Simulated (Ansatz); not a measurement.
**Formation energy and levels of the substitutional impurity Pb_Li in CsLi2Br3 (Immm)**

Charge states of Pb_Li in CsLi2Br3 (Immm), set against the band edges. Model: a cell of 72 host atoms with 1 Li taken out and 1 Pb put in.

Main program and level: Ansatz 0.2.0; place-levels on PBEsol runs: charge-transition levels and formation energies with image-charge correction and potential alignment at the atomic sites.

This is a report of a sequence of runs, with most program output left out.

### Step 1. Set-up

The cell holds 72 atoms: 12 Cs, 23 Li, 36 Br and 1 Pb. Its edges and angles: a = 13.853 Å, b = 11.980 Å, c = 13.179 Å, α = 90.0°, β = 90.0°, γ = 67.3°. It derives from CsLi2Br3 (space group Immm). Nearest the centre at fractional (0.667, 0.500, 0.692): Pb57 at 0.00 Å, Br69 at 2.53 Å, Br63 at 2.59 Å, Br39 at 2.59 Å, Br66 at 2.78 Å, Br44 at 2.78 Å, Li32 at 3.91 Å, Li56 at 3.91 Å.

Screening for the image-charge correction: ε∞ = (3.11, 3.22, 3.04), ε0 = (6.58, 24.18, 6.70), from a response run on this crystal (DFPT, PBEsol) at that run's own cell.

The cell's shortest repeat is 12.0 Å.

### Step 2. The runs of each charge state

Levels follow from differences of total energies between charge states, each relaxed by itself.

Each atom starts 0.05 Å or so off its site in a random direction: a symmetric start keeps its symmetry, and would miss off-centre moves and Jahn–Teller distortions. Forces are taken at one point at (¼, ¼, ¼). The cell holds 1 electron fewer than the neutral one, with a uniform background that keeps it neutral on the whole.

The sampling was tested on the host first: at the k-points planned (1x1x1 shifted 0.25 0.25 0.25) its energy lies 0.002 eV an atom from the dense-mesh value, under the bound of 0.02 eV set for this test; that bounds the host's error, not the defect's.

One of the inputs; charge, spin and start change from state to state.

qp1.relax/input.yaml

```yaml
crystal:
  lattice:
    - [4.61771326, 0.0, 0.0]
    - [4.61771326, 11.05374873, 0.0]
    - [0.0, 0.0, 13.17917308]
  atoms:
    - { symbol: Cs, position: [0.0, 0.5, 0.0] }
    - { symbol: Cs, position: [0.25, 0.75, 0.5] }
    - { symbol: Cs, position: [0.5, 0.0, 0.0] }
    - { symbol: Cs, position: [0.75, 0.25, 0.5] }
    - { symbol: Li, position: [0.0, 0.5, 0.30795831] }
    - { symbol: Li, position: [0.25, 0.75, 0.80795831] }
    - { symbol: Li, position: [0.5, 0.0, 0.30795831] }
    - { symbol: Li, position: [0.75, 0.25, 0.80795831] }
    - { symbol: Li, position: [0.0, 0.5, 0.69204169] }
    - { symbol: Li, position: [0.25, 0.75, 0.19204169] }
    - { symbol: Li, position: [0.5, 0.0, 0.69204169] }
    - { symbol: Li, position: [0.75, 0.25, 0.19204169] }
    - { symbol: Br, position: [0.0, 0.0, 0.78187158] }
    - { symbol: Br, position: [0.25, 0.25, 0.28187158] }
    - { symbol: Br, position: [0.5, 0.5, 0.78187158] }
    - { symbol: Br, position: [0.75, 0.75, 0.28187158] }
    - { symbol: Br, position: [0.0, 0.0, 0.21812842] }
    - { symbol: Br, position: [0.25, 0.25, 0.71812842] }
    - { symbol: Br, position: [0.5, 0.5, 0.21812842] }
    - { symbol: Br, position: [0.75, 0.75, 0.71812842] }
    - { symbol: Br, position: [0.0, 0.5, 0.5] }
    - { symbol: Br, position: [0.25, 0.75, 0.0] }
    - { symbol: Br, position: [0.5, 0.0, 0.5] }
    - { symbol: Br, position: [0.75, 0.25, 0.0] }
  supercell: [3, 1, 1]
  defects: [{ substitution: { at: 56, symbol: Pb } }]
total_charge: 1
basis:
  ecutwfc: 420
  xc_grid: 2
hamiltonian:
  xc: pbesol
kpoints:
  mp_grid: { grid: [1, 1, 1], shift: [0.25, 0.25, 0.25] }
scf:
  occupations: { method: fixed }
  max_iter: 80
output:
  forces: true
  charged_corrections: { epsilon: [3.11, 3.22, 3.04], static_epsilon: [6.58, 24.18, 6.7] }
relax:
  f_tol: 0.02
  max_steps: 80
  random_displacement: { amplitude: 0.05, seed: 2723 }
checkpoint:
  write: "../qp1.relax.run"
  compress: false
  write_wavefunctions: true
  write_every: 100000
```

On the command line:

```sh
$ ansatz run input.yaml --threads 4 --pin off --max-ram 14131MiB --backend cpu --events-out ev --progress --plain --runs-dir out
```

Defect states can disperse in a cell of this size, so the energy is taken again at a 2×2×2 shifted mesh, on the relaxed structure.

The run of this state that the levels use, under PBEsol:

qp1.point/input.yaml

```yaml
crystal:
  checkpoint: "../qp1.relax.run"
  host: checkpoint
total_charge: 1
basis:
  ecutwfc: 420
  xc_grid: 2
hamiltonian:
  xc: pbesol
kpoints:
  mp_grid: { grid: [2, 2, 2], shift: [0.5, 0.5, 0.5] }
scf:
  occupations: { method: fermi_dirac, width: 0.01 }
  max_iter: 80
output:
  forces: true
  eigenvalues: true
  charged_corrections:
    epsilon: [3.11, 3.22, 3.04]
    static_epsilon: [6.58, 24.18, 6.7]
    defect_position: [0.666667, 0.5, 0.692042]
  eigenstates: { localisation: true }
  populations: true
  band_densities: [{ bands: [v1, v1] }, { bands: [c1, c1] }]
  write_density: true
  write_potential: true
  volumetric_format: npy
  elf: true
checkpoint:
  read: "../qp1.relax.run"
  write: "../qp1.point.run"
  compress: false
  write_wavefunctions: false
  write_every: 100000
```

Relaxations under PBEsol at one point at (¼, ¼, ¼); times on 4 threads of Arm Neoverse V1, shared host:

| charge | moment (μB) | occupations | outcome | steps | largest displacement against the far atoms (Å) | time |
| --- | --- | --- | --- | --- | --- | --- |
| 0 | 1 | fixed | converged | 16 | 0.72 | 14 min |
| +1 | 0 | fixed | converged | 7 | 0.31 | 3 min |

Single points under PBEsol at a 2×2×2 shifted mesh; times on 4 threads of Arm Neoverse V1, shared host:

| charge | moment (μB) | occupations | outcome | time |
| --- | --- | --- | --- | --- |
| 0 | 1 | fermi-dirac | converged | 7.8 min |
| +1 | 0 | fermi-dirac | converged | 3.8 min |

Distances (Å) from Pb57 to the nearest atoms after relaxation with PBEsol:

| charge | moment (μB) | 1. | 2. | 3. | 4. | 5. | 6. |
| --- | --- | --- | --- | --- | --- | --- | --- |
| 0 | 1 | Br 2.89 | Br 2.95 | Br 2.98 | Br 3.00 | Br 3.50 | Li 3.88 |
| +1 | 0 | Br 2.84 | Br 2.88 | Br 2.88 | Br 2.93 | Br 2.93 | Li 4.08 |

### Step 3. place-levels, PBEsol

A charged cell interacts with its images and the background, and its potential has another zero than the host's. place-levels removes the first by a point-charge model, screened by the static dielectric constant since the ions have relaxed around the charge, and the second by comparing potentials at atoms far from the defect.

The host is a run of the defect-free crystal in the same cutoffs, grids and k-points, so that basis and sampling errors cancel in part in the differences. Its band edges come from a run of the primitive cell that searches the zone for them. The host is run in a cell of 24 atoms on a matching mesh. Chemical potentials are energies per atom of Li (bcc) and Pb (fcc), run with the same functional and cutoff.

levels.point.yaml

```yaml
host:
  run: host.point.run
  levels_from: { run: edges.point.run }
states: [q0_M1.point.run, qp1.point.run]
geometry_from:
  q0_M1.point.run: q0_M1.relax.run
  qp1.point.run: qp1.relax.run
  host.point.run: host.relax.run
chemical_potentials:
  Li:
    energy: -202.99658
    dataset: "<sha256 of the dataset>"
  Pb:
    energy: -11754.942211
    dataset: <sha256 of the dataset>
epsilon: [3.11, 3.22, 3.04]
static_epsilon: [6.58, 24.18, 6.7]
vertical:
  - { from: qp1.point.run, to: qp1.point_neutral.run }
```

On the command line:

```sh
$ ansatz place-levels levels.point.yaml -- --threads 4 --pin off --max-ram 14131MiB
```

It took 0.24 s on 4 threads of Arm Neoverse V1, shared host.

Under PBEsol the gap is 4.31 eV, (+1/0) 2.97 eV.

Levels between the charges placed, in eV above the valence top:

|  | gap (eV) | (+1/0) |
| --- | --- | --- |
| PBEsol | 4.31 | 2.97 |

Corrections by state:

| charge | moment (μB) | image terms and alignment (eV) | band filling (eV) | ε used | over the lowest of its charge, as the program ranks them, band filling apart (eV) |
| --- | --- | --- | --- | --- | --- |
| +1 | 0.0 | 0.339 | - | principal values (6.58, 6.70, 24.18) | 0.000 |
| 0 | 1.0 | 0.000 | - | - | 0.000 |

The charged structures listed were also run neutral, and place-levels reads from each pair, by the potential or the spins, how wide the charge is by which they differ; that can be the carrier of either run.

| charge | rms radius (Å) | spread where it is widest against the cell (Å) | wide from (Å) | reading |
| --- | --- | --- | --- | --- |
| +1 | 2.6 | 2.07 | 2.28 | narrow |

The neutral runs of these pairs need not share the spin of the lowest neutral state, and very wide values only mean spread over the cell.

From the program's caveats on the states, each cut to its opening words:

- charge 0 (1 μB): its displacements don't fall off away from the defect: farther atoms stand 0.047 Å off the host's places
- charge 0 (1 μB): flagged: stability check not made

Chemical potentials of the elements' reference phases, run alike. Formation energies (elemental references), with the Fermi level at the valence top and at the conduction bottom (gap 4.31 eV):

| charge | at valence top (eV) | at conduction bottom (eV) | correction included (eV) |
| --- | --- | --- | --- |
| +1 | 0.61 | 4.92 | 0.34 |
| 0 | 3.59 | 3.59 | 0.00 |

| Fermi level (eV) | lowest formation energy (eV) |
| --- | --- |
| 0.00 | 0.61 |
| 0.39 | 1.00 |
| 0.78 | 1.39 |
| 1.18 | 1.79 |
| 1.57 | 2.18 |
| 1.96 | 2.57 |
| 2.35 | 2.97 |
| 2.75 | 3.36 |
| 3.14 | 3.59 |
| 3.53 | 3.59 |
| 3.92 | 3.59 |
| 4.31 | 3.59 |

### Step 4. The same at the relaxations' own k-points

The relaxations' own energies give the levels at their sampling, for comparison.

levels.relax_mesh.yaml

```yaml
host:
  run: host.relax.run
  levels_from: { run: edges.relax.run }
states: [q0_M1.relax.run, qp1.relax.run]
chemical_potentials:
  Li:
    energy: -202.99658
    dataset: "<sha256 of the dataset>"
  Pb:
    energy: -11754.942211
    dataset: <sha256 of the dataset>
```

On the command line:

```sh
$ ansatz place-levels levels.relax_mesh.yaml -- --threads 4 --pin off --max-ram 14131MiB
```

The job ended after 0.11 s (4 threads).

Levels between neighbouring charges, in eV above the valence top:

|  | gap (eV) | (+1/0) |
| --- | --- | --- |
| one point at (¼, ¼, ¼) | 4.31 | 2.97 |
| a 2×2×2 shifted mesh | 4.31 | 2.97 |

Going from one point at (¼, ¼, ¼) to a 2×2×2 shifted mesh moves the levels that carry no band-filling term by up to 0.00 eV and formation energies against the elements by up to 0.01 eV.

### Step 5. Placing the levels, r2SCAN

r2SCAN on the same structure is run to see how far the result rests on the functional, though not on the errors that semilocal functionals share; the sampling changes too, to one point at (¼, ¼, ¼), so differences hold both changes.

qp1.r2scan/input.yaml

```yaml
crystal:
  checkpoint: "../qp1.relax.run"
  host: checkpoint
total_charge: 1
basis:
  ecutwfc: 500
  xc_grid: 2
hamiltonian:
  xc: r2scan
kpoints:
  mp_grid: { grid: [1, 1, 1], shift: [0.25, 0.25, 0.25] }
scf:
  occupations: { method: fermi_dirac, width: 0.01 }
  max_iter: 80
output:
  forces: true
  eigenvalues: true
  charged_corrections:
    epsilon: [3.11, 3.22, 3.04]
    static_epsilon: [6.58, 24.18, 6.7]
    defect_position: [0.666667, 0.5, 0.692042]
checkpoint:
  write: "../qp1.r2scan.run"
  compress: false
  write_wavefunctions: false
  write_every: 100000
```

Wall time 70 s (4 threads); peak memory 4.5 GiB.

levels.r2scan.yaml

```yaml
host:
  run: host.r2scan.run
  levels_from: { run: edges.r2scan.run }
states: [q0_M1.r2scan.run, qp1.r2scan.run]
geometry_from:
  q0_M1.r2scan.run: q0_M1.relax.run
  qp1.r2scan.run: qp1.relax.run
  host.r2scan.run: host.relax.run
chemical_potentials:
  Li:
    energy: -205.1324
    dataset: "<sha256 of the dataset>"
  Pb:
    energy: -11920.854236
    dataset: <sha256 of the dataset>
```

On the command line:

```sh
$ ansatz place-levels levels.r2scan.yaml -- --threads 4 --pin off --max-ram 14131MiB
```

The job ended after 0.19 s (4 threads).

Under r2SCAN the gap is 5.21 eV, (+1/0) 3.18 eV.

### Step 6. Side by side

Levels between neighbouring charges, in eV above each run's own valence top:

|  | gap (eV) | (+1/0) | CPU time a state at this stage (restarts are quicker than cold starts) |
| --- | --- | --- | --- |
| PBEsol, 2×2×2 shifted mesh | 4.31 | 2.97 | 22 min |
| r2SCAN on PBEsol structures, (¼, ¼, ¼) | 5.21 | 3.18 | 10 min |

### Step 7. What came out

| Property | Result |
| --- | --- |
| gap of the host | 4.31 eV (PBEsol) |
| level (plus 1/0) | 2.97 eV above the valence top |
| lowest of the charges placed, just above the valence top (0.02 eV) | +1 |
| lowest of the charges placed, just below the conduction bottom (0.02 eV) | 0 |
| lowest formation energy at mid-gap of the charges run, elemental references | 2.77 eV |

**Reading.** Of the charges placed (0 and +1), the lowest changes at 2.97 eV (+1/0) above the valence top, in a gap of 4.31 eV. Charges above +1 and below 0 were not placed, so these runs say nothing of levels that involve them. States placed: +1 at 0 μB; 0 at 1 μB. Other spin states or structures, where not listed, weren't placed. Pb is taken at its element; compounds, which aren't counted here, bound the chemical potentials and would shift these formation energies. Going from one point at (¼, ¼, ¼) to a 2×2×2 shifted mesh moves the levels that carry no band-filling term by up to 0.00 eV and formation energies against the elements by up to 0.01 eV. Limits: PBEsol makes the gap too small and tends to spread out bound carriers; spin–orbit coupling, which can matter with heavy atoms, is left out.

[Logs are printed without paths, hosts, clocks, repeated set-up lines and the standing remarks that a program may print on its own settings, such as how far it seeks lower states.]

[Hosts, paths, dates, database ids (printed as entryN), source tags and the programs' standing remarks are cut or masked in the printed files.]

[Where a table of states has a column of steps, it counts the stored structures, which are thinned; the runs took as many ionic steps or more.]

[A defect's name tells the site on which it was built; relaxed atoms can leave that site.]

[For some hosts the program warned that the k-mesh of the response run may be too coarse for force constants and the static dielectric constant; such warnings are not shown here.]
